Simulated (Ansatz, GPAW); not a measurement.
**Mg/Cd(0001): work function by functional and basis**

Wanted: work functions and dipole of Mg/Cd(0001), with the cost of each level.

Main program and level: GPAW 26.7.0 and Ansatz 0.2.0; Ansatz plane waves; slab in vacuum with a dipole correction, relaxation, in the first sound run; inputs show where later runs differ.

**1. Set-up**

The cell holds 17 atoms: 16 Cd and 1 Mg. Its edges and angles: a = 5.960 Å, b = 5.960 Å, c = 24.879 Å, α = 90.0°, β = 90.0°, γ = 60.0°. Vacuum lies along c.

**2. Relaxation**

The atoms are relaxed first, since the surface dipole, and with it the work function, follows the positions of the outer layers. The lowest 8 atoms are held at bulk positions and keep their forces.

The input, input.yaml:

```yaml
crystal:
  lattice:
    - [5.96, 0.0, 0.0]
    - [2.98, 5.1615114066, 0.0]
    - [0.0, 0.0, 24.8788731682]
  atoms:
    - { symbol: Cd, position: [0.3333333334, 0.3333333334, 0.2813632254] }
    - { symbol: Cd, position: [0.0, 0.0, 0.3943160904] }
    - { symbol: Cd, position: [0.3333333334, 0.3333333334, 0.5072689553] }
    - { symbol: Cd, position: [0.0, 0.0, 0.6202218202] }
    - { symbol: Cd, position: [0.3333333334, 0.8333333334, 0.2813632254] }
    - { symbol: Cd, position: [0.0, 0.5, 0.3943160904] }
    - { symbol: Cd, position: [0.3333333334, 0.8333333334, 0.5072689553] }
    - { symbol: Cd, position: [0.0, 0.5, 0.6202218202] }
    - { symbol: Cd, position: [0.8333333334, 0.3333333334, 0.2813632254] }
    - { symbol: Cd, position: [0.5, 0.0, 0.3943160904] }
    - { symbol: Cd, position: [0.8333333334, 0.3333333334, 0.5072689553] }
    - { symbol: Cd, position: [0.5, 0.0, 0.6202218202] }
    - { symbol: Cd, position: [0.8333333334, 0.8333333334, 0.2813632254] }
    - { symbol: Cd, position: [0.5, 0.5, 0.3943160904] }
    - { symbol: Cd, position: [0.8333333334, 0.8333333334, 0.5072689553] }
    - { symbol: Cd, position: [0.5, 0.5, 0.6202218202] }
    - { symbol: Mg, position: [0.1666666667, 0.1666666667, 0.7186367746] }
kpoints:
  mp_grid: { grid: [6, 6, 1] }
hamiltonian:
  xc: pbe
scf:
  occupations: { method: fermi_dirac, width: 0.1 }
efield:
  axis: 3
  dipole_correction: true
  ramp_width: 0.05
relax:
  f_tol: 0.02
  max_steps: 60
  constraints: [{ sites: [0, 1, 4, 5, 8, 9, 12, 13] }]
output:
  write_potential: true
  write_density: true
  volumetric_format: npy
```

Run with:

```
ansatz run input.yaml --threads 4 --pin off --max-ram 8192MiB --backend cpu --events-out ev --progress --plain --runs-dir out
```

Numbers of over 12 decimals in the logs are rounded to 6 here.

Log:

```text
Engine: ansatz 0.2.0, aarch64-unknown-linux-gnu
Pseudopotentials: kind: paw
Pseudopotential: Cd, paw, valence charge 20, recommended cutoff 420 eV (normal), Cd.paw.azcp
Pseudopotential: Mg, paw, valence charge 10, recommended cutoff 420 eV (normal), Mg.paw.azcp
Functional definition: PBE
  parameter kappa = 0.804
  parameter beta = 0.066725
  exchange = pbe_x(kappa = kappa, mu = beta*pi^2/3)
  correlation = pbe_c(beta = beta)
Crystal: 17 atoms, lattice volume = 765.339 Å³
Basis set: ecut = 420 eV, 14879 PW (Γ), exchange–correlation on 80×80×360 points (8 copies of the dense FFT grid, shifted against one another)
Bands: 198, of which v1, the nominal top of the filled ones, is band 165 counted from 1 (164 counted from 0)
Symmetry: 6 space group operations
Space group: P3m1 (ITA 156), of the structure as read, at distance tolerance 9.1e-5 Å
k-points: 7 of 36 (time reversal used)
Non-local potential: Cd, projectors of the file, l = 0: 3, l = 1: 2, l = 2: 2, l = 3: 1
Non-local potential: Mg, projectors of the file, l = 0: 3, l = 1: 2, l = 2: 1
PAW form: soft (Blöchl's): semilocal exchange-correlation on the pseudo side does not see the compensation charge
PAW one-centre angular grid: Cd, 590 points (default); XC on 64 Gauss nodes
PAW one-centre angular grid: Mg, 110 points (default); XC on 64 Gauss nodes
Initial density: superposition of atomic densities (neutral atoms: chi_scale 0, normalization atom), corrected by the library's trained network
Initial wavefunctions: pseudopotential atomic-orbital guess
Functional: x = pbe(κ = 0.804, μ = 0.219515), c = pbe(β = 0.066725)
SCF iter   1: F=—  HF=-133993.347283 eV  |F-HF|=—  |Δ(HF+E_count)|=         —  Δρ=2.63e-3  dr2=2.06e0  ethr=1.77e-3  p=0.171 e·Å  D=4.04e-2 V/Å  ΔV_dip=-1.00 eV  dr2_dipole=1.30e0  V_vac-E_F(+/−)=2.95/3.95 eV  ⟨swp⟩=6.7  Hψ=5336  notcnv=0  defer=95
efield: sawtooth ramp at fractional position 0.9750 (placed from the atoms, in the widest stretch of the axis that holds none; the zero of the levels goes with the place), width 0.0500; the density the first Hamiltonian is built on has a dipole p = 0.171 e·Å; the dipole correction subtracts the counter field D = 4.04e-2 V/Å, which shifts the + side's vacuum level by -1.00 eV against the − side's; the planar-averaged density in the ramp window peaks in size at 5.2e-5 e/Å³
preconditioner: auto → LDOS  [metal: Δε(μ)=0.069 eV  Ē_g=11.691 eV  σ=0.100 eV  W_gap=0.17  n_scr=174 (ndim 8)  ℏωp=18.7 eV  f_vac=0.489  D(μ)=4.94/eV (n_scr^D=8)  β→1.0]
SCF iter   2: F=—  HF=-133993.243805 eV  |F-HF|=—  |Δ(HF+E_count)|=   1.03e-1  Δρ=2.00e-3  dr2=2.31e-1  ethr=6.23e-4  p=-0.008 e·Å  D=-1.80e-3 V/Å  ΔV_dip=0.04 eV  dr2_dipole=1.30e-1  V_vac-E_F(+/−)=3.84/3.80 eV  ⟨swp⟩=2.4  Hψ=1680  notcnv=0  defer=110
SCF iter   3: F=—  HF=-133993.219253 eV  |F-HF|=—  |Δ(HF+E_count)|=   2.46e-2  Δρ=2.99e-4  dr2=5.40e-3  ethr=7.01e-5  p=0.045 e·Å  D=1.06e-2 V/Å  ΔV_dip=-0.26 eV  dr2_dipole=1.28e-3  V_vac-E_F(+/−)=3.58/3.84 eV  ⟨swp⟩=2.0  Hψ=1707  notcnv=0  defer=110
SCF iter   4: F=—  HF=-133993.219852 eV  |F-HF|=—  |Δ(HF+E_count)|=   5.99e-4  Δρ=1.11e-4  dr2=2.09e-4  ethr=1.64e-6  p=0.044 e·Å  D=1.04e-2 V/Å  ΔV_dip=-0.26 eV  dr2_dipole=3.05e-5  V_vac-E_F(+/−)=3.59/3.85 eV  ⟨swp⟩=2.0  Hψ=2082  notcnv=0  defer=110
SCF iter   5: F=—  HF=-133993.219867 eV  |F-HF|=—  |Δ(HF+E_count)|=   1.52e-5  Δρ=8.31e-5  dr2=6.87e-5  ethr=6.33e-8  p=0.045 e·Å  D=1.06e-2 V/Å  ΔV_dip=-0.26 eV  dr2_dipole=1.91e-6  V_vac-E_F(+/−)=3.59/3.85 eV  ⟨swp⟩=2.0  Hψ=1982  notcnv=0  defer=110
SCF iter   6: F=-133993.219854 eV  HF=-133993.219855 eV  |F-HF|=1.17e-6  |Δ(HF+E_count)|=   1.21e-5  Δρ=1.52e-5  dr2=3.32e-6  ethr=3.03e-9  p=0.045 e·Å  D=1.06e-2 V/Å  ΔV_dip=-0.26 eV  dr2_dipole=5.43e-7  V_vac-E_F(+/−)=3.59/3.85 eV  ⟨swp⟩=10.0  Hψ=11195  notcnv=0
SCF 1 converged in 6 iterations: F = -133993.219854 eV  dr2 = 3.32e-6
  greatest PAW one-centre occupation: 1.000 electrons in one spin orbital (limit 2), on the Cd atom at site 11 (counted from 0), in its partial waves of l = 0
relax step   1: F+E_penalty+E_count = -133993.21985359 eV  Δ(F+E_penalty+E_count) = +0.000e0 eV  max|allowed force component| = 3.403e-1 eV/Å  Δτ_max = 0.0000 Å  (6 SCF iters, dr2 threshold 1.00e-5 eV, accepted)
Initial density: handed on by an earlier stage of this run
Initial wavefunctions: those handed on with the density
iter 1 solved again at ethr=1.72e-5 eV; its pass at ethr=3.10e-3 eV (dr2=5.66e-2 eV) is discarded
SCF iter   1: F=—  HF=-133993.303953 eV  |F-HF|=—  |Δ(HF+E_count)|=         —  Δρ=2.16e-3  dr2=5.05e-2  ethr=1.72e-5  p=0.045 e·Å  D=1.06e-2 V/Å  ΔV_dip=-0.26 eV  dr2_dipole=6.66e-3  V_vac-E_F(+/−)=3.61/3.87 eV  ⟨swp⟩=2.0  Hψ=5445  notcnv=0  defer=78
efield: sawtooth ramp at fractional position 0.9750 (handed on by an earlier solve), width 0.0500; the density the first Hamiltonian is built on has a dipole p = 0.045 e·Å; the dipole correction subtracts the counter field D = 1.06e-2 V/Å, which shifts the + side's vacuum level by -0.26 eV against the − side's; the planar-averaged density in the ramp window peaks in size at 3.1e-6 e/Å³
preconditioner: auto → LDOS  [metal: Δε(μ)=0.103 eV  Ē_g=11.747 eV  σ=0.100 eV  W_gap=0.25  n_scr=174 (ndim 8)  ℏωp=18.7 eV  f_vac=0.482  D(μ)=4.13/eV (n_scr^D=6)  β→1.0]
SCF iter   2: F=—  HF=-133993.308866 eV  |F-HF|=—  |Δ(HF+E_count)|=   4.91e-3  Δρ=1.34e-3  dr2=4.00e-2  ethr=1.53e-5  p=0.052 e·Å  D=1.24e-2 V/Å  ΔV_dip=-0.31 eV  dr2_dipole=5.53e-3  V_vac-E_F(+/−)=3.54/3.85 eV  ⟨swp⟩=2.3  Hψ=2389  notcnv=0  defer=78
SCF iter   3: F=—  HF=-133993.302209 eV  |F-HF|=—  |Δ(HF+E_count)|=   6.66e-3  Δρ=2.82e-4  dr2=9.30e-4  ethr=1.21e-5  p=0.049 e·Å  D=1.16e-2 V/Å  ΔV_dip=-0.29 eV  dr2_dipole=2.57e-6  V_vac-E_F(+/−)=3.57/3.86 eV  ⟨swp⟩=2.0  Hψ=1994  notcnv=0  defer=78
SCF iter   4: F=—  HF=-133993.302632 eV  |F-HF|=—  |Δ(HF+E_count)|=   4.23e-4  Δρ=1.09e-4  dr2=2.01e-4  ethr=2.82e-7  p=0.050 e·Å  D=1.18e-2 V/Å  ΔV_dip=-0.29 eV  dr2_dipole=5.42e-6  V_vac-E_F(+/−)=3.56/3.85 eV  ⟨swp⟩=2.1  Hψ=2432  notcnv=0  defer=85
SCF iter   5: F=-133993.302602 eV  HF=-133993.302601 eV  |F-HF|=1.15e-6  |Δ(HF+E_count)|=   3.10e-5  Δρ=2.16e-5  dr2=5.49e-6  ethr=2.19e-9  p=0.050 e·Å  D=1.18e-2 V/Å  ΔV_dip=-0.29 eV  dr2_dipole=2.53e-8  V_vac-E_F(+/−)=3.56/3.85 eV  ⟨swp⟩=10.0  Hψ=11864  notcnv=0
SCF 2 converged in 5 iterations: F = -133993.302602 eV  dr2 = 5.49e-6
relax step   2: F+E_penalty+E_count = -133993.30260232 eV  Δ(F+E_penalty+E_count) = -8.275e-2 eV  max|allowed force component| = 2.050e-1 eV/Å  Δτ_max = 0.1918 Å  (5 SCF iters, dr2 threshold 7.24e-6 eV, accepted)
[...]
SCF iter   4: F=—  HF=-133993.334050 eV  |F-HF|=—  |Δ(HF+E_count)|=   3.95e-4  Δρ=9.30e-5  dr2=1.79e-4  ethr=2.75e-7  p=0.055 e·Å  D=1.30e-2 V/Å  ΔV_dip=-0.32 eV  dr2_dipole=1.02e-5  V_vac-E_F(+/−)=3.53/3.85 eV  ⟨swp⟩=2.1  Hψ=2119  notcnv=0  defer=98
SCF iter   5: F=—  HF=-133993.334024 eV  |F-HF|=—  |Δ(HF+E_count)|=   2.60e-5  Δρ=1.74e-5  dr2=3.36e-6  ethr=5.41e-8  p=0.055 e·Å  D=1.30e-2 V/Å  ΔV_dip=-0.32 eV  dr2_dipole=3.63e-13  V_vac-E_F(+/−)=3.53/3.85 eV  ⟨swp⟩=2.0  Hψ=1963  notcnv=0  defer=98
SCF iter   6: F=-133993.334026 eV  HF=-133993.334026 eV  |F-HF|=5.92e-8  |Δ(HF+E_count)|=   2.12e-6  Δρ=6.60e-6  dr2=4.35e-7  ethr=7.96e-10  p=0.055 e·Å  D=1.31e-2 V/Å  ΔV_dip=-0.33 eV  dr2_dipole=2.00e-8  V_vac-E_F(+/−)=3.53/3.85 eV  ⟨swp⟩=10.3  Hψ=9963  notcnv=0
SCF 3 converged in 6 iterations: F = -133993.334026 eV  dr2 = 4.35e-7
relax step   3: F+E_penalty+E_count = -133993.33402632 eV  Δ(F+E_penalty+E_count) = -3.142e-2 eV  max|allowed force component| = 8.469e-2 eV/Å  Δτ_max = 0.1919 Å  (6 SCF iters, dr2 threshold 2.63e-6 eV, accepted)
[...]
relax step   4: F+E_penalty+E_count = -133993.33763048 eV  Δ(F+E_penalty+E_count) = -3.604e-3 eV  max|allowed force component| = 1.100e-2 eV/Å  Δτ_max = 0.0969 Å  (5 SCF iters, dr2 threshold 1.22e-6 eV, accepted)
iter 1 solved again at ethr=6.70e-11 eV; its pass at ethr=3.10e-3 eV (dr2=2.21e-7 eV) is discarded
SCF iter   1: F=—  HF=-133993.337623 eV  |F-HF|=—  |Δ(HF+E_count)|=         —  Δρ=5.29e-6  dr2=2.21e-7  ethr=6.70e-11  p=0.056 e·Å  D=1.32e-2 V/Å  ΔV_dip=-0.33 eV  dr2_dipole=1.74e-8  V_vac-E_F(+/−)=3.52/3.85 eV  ⟨swp⟩=1.0  Hψ=3250  notcnv=0  defer=101
efield: sawtooth ramp at fractional position 0.9750 (handed on by an earlier solve), width 0.0500; the density the first Hamiltonian is built on has a dipole p = 0.056 e·Å; the dipole correction subtracts the counter field D = 1.32e-2 V/Å, which shifts the + side's vacuum level by -0.33 eV against the − side's; the planar-averaged density in the ramp window peaks in size at 7.3e-6 e/Å³
preconditioner: auto → LDOS  [metal: Δε(μ)=0.191 eV  Ē_g=11.664 eV  σ=0.100 eV  W_gap=0.44  n_scr=174 (ndim 8)  ℏωp=18.7 eV  f_vac=0.474  D(μ)=3.32/eV (n_scr^D=6)  β→1.0]
SCF iter   2: F=—  HF=-133993.337631 eV  |F-HF|=—  |Δ(HF+E_count)|=   7.93e-6  Δρ=3.50e-6  dr2=2.13e-7  ethr=6.70e-11  p=0.056 e·Å  D=1.32e-2 V/Å  ΔV_dip=-0.33 eV  dr2_dipole=1.35e-9  V_vac-E_F(+/−)=3.52/3.85 eV  ⟨swp⟩=3.0  Hψ=2366  notcnv=0  defer=101
SCF iter   3: F=-133993.337631 eV  HF=-133993.337631 eV  |F-HF|=2.69e-8  |Δ(HF+E_count)|=   3.40e-8  Δρ=1.53e-6  dr2=4.20e-8  ethr=3.03e-11  p=0.056 e·Å  D=1.32e-2 V/Å  ΔV_dip=-0.33 eV  dr2_dipole=7.05e-11  V_vac-E_F(+/−)=3.52/3.85 eV  ⟨swp⟩=7.0  Hψ=8352  notcnv=0
SCF 5 converged in 3 iterations: F = -133993.337631 eV  dr2 = 4.20e-8
relax step   5: F+E_penalty+E_count = -133993.33763058 eV  Δ(F+E_penalty+E_count) = -1.017e-7 eV  max|allowed force component| = 1.097e-2 eV/Å  Δτ_max = 0.0000 Å  (3 SCF iters, accepted)
NSCF: frozen V_eff on 7 k-points
the band table was solved once a step of the walk had ended and its energy, with any forces and stress, was formed, with the checks that follow a solve (5651 applications of the Hamiltonian). They found nothing against the state; the energy, forces and stress were not computed again (output.eigenvalues in the input reference)
WARN: The output density's exchange-correlation potential varies sharply where the density is thin. Do not read a vacuum level from v_tot or v_xc, or from such a field of the output density. On a cell that repeats whose density bears no net charge and no dipole along the vacuum's axis use v_es (v_loc + v_h of the components); under efield.dipole_correction with no amplitude use v_es + v_field, which holds any externa [...]
SCF converged after 3 iterations
Free energy (F): -133993.337631 eV
Harris-Foulkes:  -133993.337631 eV  (|F-HF|=2.69e-8)
Internal energy: -133993.216495 eV  (E = F + TS)
E sigma→0 (E₀):  -133993.277063 eV
Entropy (-TS):   -0.121135 eV (-7.126 meV/atom)
Fermi energy:    4.939166 eV
Dipole field:    D = 0.013229 V/Å  (p = 0.055952 e·Å, saw-weighted, corrected)
Work function:   Φ+ = 3.5164 eV   Φ− = 3.8456 eV
Levels:          The Fermi level and band energies are counted from a zero that moves with the ramp; work functions are not
--- Per-component energies (eV) ---
  E_band       = -9781.189743
  E_kinetic    = 8146.327644
  E_local      = -411820.296555  (includes V_loc(G=0)·N_el)
  E_nonlocal   = 608.306172
  E_hartree    = 202753.623245
  E_xc         = -2858.751105
  E_vxc        = -3586.262655  (∫ρ·V_xc dr)
  E_paw        = -65604.605052  (= ΣΔE_a)
  E_vpaw       = -8640.407532  (= ΣTr[D̂ρ^β])
  E_aug_tail   = 0.000220  (compensation charges beyond the density's cutoff)
  E_efield     = 0.000370  (sawtooth field / dipole correction)
  E_vefield    = 3.913976  (∫n·V_field dr)
  E_ewald      = 134782.178565
  E_smearing   = -0.121135  (= −TS)
  E_closure    = 0.000000  (closes the sum)
  Σ components = -133993.337631   (vs F -133993.337631, Δ=0.00e0)
--- Forces (eV/Å), atoms counted from 1 ---
  atom   1  Cd     0.02803005     0.01618316    -0.11655684
  atom   2  Cd    -0.01981138    -0.01143810     0.11490400
  atom   3  Cd    -0.00338588    -0.00195484     0.00053349
  atom   4  Cd    -0.00237795    -0.00137291     0.00524525
  atom   5  Cd     0.00000000    -0.03236632    -0.11655684
  atom   6  Cd    -0.00000000     0.02287621     0.11490400
  atom   7  Cd     0.00000000     0.00390968     0.00053349
  atom   8  Cd    -0.00000000     0.00274582     0.00524525
  atom   9  Cd    -0.02803005     0.01618316    -0.11655684
  atom  10  Cd     0.01981138    -0.01143810     0.11490400
  atom  11  Cd     0.00338588    -0.00195484     0.00053349
  atom  12  Cd     0.00237795    -0.00137291     0.00524525
  atom  13  Cd     0.00000000     0.00000000    -0.10808057
  atom  14  Cd    -0.00000000    -0.00000000     0.11565078
  atom  15  Cd     0.00000000     0.00000000    -0.00863873
  atom  16  Cd    -0.00000000    -0.00000000    -0.00035741
  atom  17  Mg    -0.00000000    -0.00000000    -0.01096668
  max |Σ_I F_I| component: 1.49e-5 eV/Å
--- Band table (eV; the first three rows and the last of 7) ---
  k-point 0: bands = [... 161 lower, 3.5614, 3.7230, 3.7429, 3.7429, 4.0054, 5.1568, 5.1568, 5.2108, ... 29 higher]
  k-point 1: bands = [... 161 lower, 3.8670, 4.0708, 4.2113, 4.4043, 4.4060, 5.4005, 5.4335, 5.5775, ... 29 higher]
  k-point 2: bands = [... 161 lower, 3.5436, 3.6074, 4.4124, 4.7983, 4.8626, 5.6203, 6.0357, 6.3017, ... 29 higher]
  k-point 6: bands = [... 161 lower, 5.0534, 5.0834, 5.3707, 5.4029, 5.5899, 5.7917, 5.9631, 5.9668, ... 29 higher]
--- Relaxed structure (5 steps of the walk, 5 accepted, 0 SCFs on fresh bases) ---
  F+E_penalty+E_count = -133993.33763058 eV   max|allowed force component| = 1.097e-2 eV/Å
  atoms:
    - { symbol: Cd, position: [0.333333, 0.333333, 0.2813632254] }
    - { symbol: Cd, position: [8.16340459093134e-18, 8.163404590931344e-18, 0.3943160904] }
    - { symbol: Cd, position: [0.333510, 0.333510, 0.514676] }
    - { symbol: Cd, position: [-0.00131942, -0.00131942, 0.632211] }
    - { symbol: Cd, position: [0.333333, 0.833333, 0.2813632254] }
    - { symbol: Cd, position: [-2.7755575615628914e-17, 0.5, 0.3943160904] }
    - { symbol: Cd, position: [0.333510, 0.832979, 0.514676] }
    - { symbol: Cd, position: [-0.00131942, 0.502639, 0.632211] }
    - { symbol: Cd, position: [0.833333, 0.333333, 0.2813632254] }
    - { symbol: Cd, position: [0.500000, 8.163404590931344e-18, 0.3943160904] }
    - { symbol: Cd, position: [0.832979, 0.333510, 0.514676] }
    - { symbol: Cd, position: [0.502639, -0.00131942, 0.632211] }
    - { symbol: Cd, position: [0.833333, 0.833333, 0.2813632254] }
    - { symbol: Cd, position: [0.5, 0.5, 0.3943160904] }
    - { symbol: Cd, position: [0.833333, 0.833333, 0.511715] }
    - { symbol: Cd, position: [0.5, 0.5, 0.631437] }
    - { symbol: Mg, position: [0.166667, 0.166667, 0.737952] }
```

Wall time 3.6 min (4 threads of Arm Neoverse N1, shared host); peak memory 3.1 GiB.

Step by step:

```tsv
step	energy less that of the first step (eV)	largest force component (eV/Å)
1	0.0000	0.3403
2	-0.0827	0.2050
3	-0.1142	0.0847
4	-0.1178	0.0110
5	-0.1178	0.0110
```

Forces are held to the 6 operations that the run works with; a distortion that breaks them can't arise in this run.

The atoms that moved most (Å):

```tsv
atom	dx	dy	dz	length
Mg17	0.000	0.000	0.481	0.481
Cd4	-0.012	-0.007	0.298	0.299
Cd12	0.012	-0.007	0.298	0.299
Cd8	0.000	0.014	0.298	0.299
Cd16	0.000	0.000	0.279	0.279
Cd7	0.000	-0.002	0.184	0.184
Cd11	-0.002	0.001	0.184	0.184
Cd3	0.002	0.001	0.184	0.184
```

This step gave:

| Item | Value |
| --- | --- |
| free energy | -133993.3376 eV |
| smearing term TS | 0.1211 eV |
| symmetry operations | 6 |
| upper work function | 3.516 eV |
| lower work function | 3.846 eV |
| dipole along the normal | 0.05595 e·Å |
| dipole field | 0.01323 V/Å |
| vacuum level above | 8.456 eV |
| vacuum level below | 8.785 eV |

The electrostatic potential energy of an electron (with the applied field's), less the Fermi level, planar mean by z:

z (Å), electrostatic potential energy of an electron (with the applied field's), less the Fermi level, planar mean (eV) and a bar from the least value:
```
      0.0        3.7 ##############################
      0.5        3.8 ##############################
      1.0        3.8 ##############################
      1.5        3.8 ##############################
      2.0        3.8 ##############################
      2.5        3.8 ##############################
      3.0        3.8 ##############################
      3.5        3.8 ##############################
      4.0        3.8 ##############################
      4.5        3.7 ##############################
      5.0        3.5 #############################
      5.5        2.7 ############################
      6.0       -0.3 ######################
      6.5       -7.4 #######
      7.0      -11.0 
      7.5       -7.6 #######
      8.0       -0.7 #####################
      8.5        1.1 ########################
      9.0       -3.1 ################
      9.5       -9.6 ###
     10.0      -10.5 #
     10.5       -4.9 ############
     11.0        1.0 ########################
     11.5        1.4 #########################
     12.0       -3.5 ###############
     12.5       -9.8 ##
     13.0      -10.4 #
     13.5       -4.5 #############
     14.0        1.0 ########################
     14.5        1.0 ########################
     15.0       -4.5 #############
     15.5      -10.3 #
     16.0       -9.9 ##
     16.5       -3.6 ###############
     17.0        1.4 #########################
     17.5        1.9 ##########################
     18.0        0.0 ######################
     18.5       -1.0 ####################
     19.0        1.3 #########################
     19.5        2.6 ############################
     20.0        3.2 #############################
     20.5        3.4 #############################
     21.0        3.5 #############################
     21.5        3.5 #############################
     22.0        3.5 #############################
     22.5        3.5 #############################
     23.0        3.5 #############################
     23.5        3.5 #############################
     24.0        3.5 #############################
     24.5        3.6 #############################
```

The valence density, planar mean by z:

z (Å), valence density, planar mean (e/Å³) and a bar:
```
      3.0       0.00 
      3.5       0.00 
      4.0       0.00 
      4.5       0.00 
      5.0       0.01 
      5.5       0.04 
      6.0       0.16 ##
      6.5       1.04 ############
      7.0       2.67 ##############################
      7.5       1.06 ############
      8.0       0.17 ##
      8.5       0.11 #
      9.0       0.32 ####
      9.5       1.86 #####################
     10.0       2.33 ##########################
     10.5       0.49 ######
     11.0       0.11 #
     11.5       0.10 #
     12.0       0.34 ####
     12.5       1.95 ######################
     13.0       2.25 #########################
     13.5       0.47 #####
     14.0       0.11 #
     14.5       0.11 #
     15.0       0.44 #####
     15.5       2.21 #########################
     16.0       1.99 ######################
     16.5       0.36 ####
     17.0       0.08 #
     17.5       0.04 
     18.0       0.18 ##
     18.5       0.37 ####
     19.0       0.04 
     19.5       0.01 
     20.0       0.01 
     20.5       0.00 
     21.0       0.00 
     21.5       0.00 
     22.0       0.00
```

The relaxation lowered the energy of the cell by 0.118 eV.

(Part 1 of 3 ends here.)

[Logs are printed without paths, hosts, clocks, repeated set-up lines and the standing remarks that a program may print on its own settings, such as how far it seeks lower states.]

[Hosts, paths, dates, database ids (printed as entryN), source tags and the programs' standing remarks are cut or masked in the printed files.]
